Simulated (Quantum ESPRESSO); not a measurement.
# Voltage at the next charge: Ca(111), 5 layers against an electrode

**Set-up.** Quantum ESPRESSO 7.5, PBE, GBRV ultrasoft; ESM with bc3, a metal electrode 7.07 Å above the top atoms; cell area 13.482 Å²; ions fixed. V is the potential energy of an electron at the electrode over the slab's Fermi level, divided by e, so that it equals the work function at zero charge; positive charge removes electrons.

| charge (e a cell) | V (V) |
| --- | --- |
| 0 | 2.951 |
| 0.0202 | 4.192 |
| 0.0404 | 5.480 |

To predict: What is V at a charge of 0.0809 e, and what capacitance do the rows imply?

**Fit.** The last two rows give dV/dq = (5.480 − 4.192)/(0.0404 − 0.0202) = 63.8 V/e, so C = 1602/(13.482 × 63.8) = 1.86 µF/cm², an effective gap of 8.854/1.86 = 4.75 Å. At constant C, V = 5.480 + 63.8 × 0.0405 = 8.06 V.

**Check.** V = 8.174 V; the estimate misses by −0.11 V, 4.1 % of the step. Over the three intervals C goes 1.94, 1.86 and 1.79 µF/cm²: it falls as electrons leave, the surface charge drawing back towards the atoms.

**Limits.** Vacuum fills the gap; a dielectric or electrolyte would change C. The slab is thin.
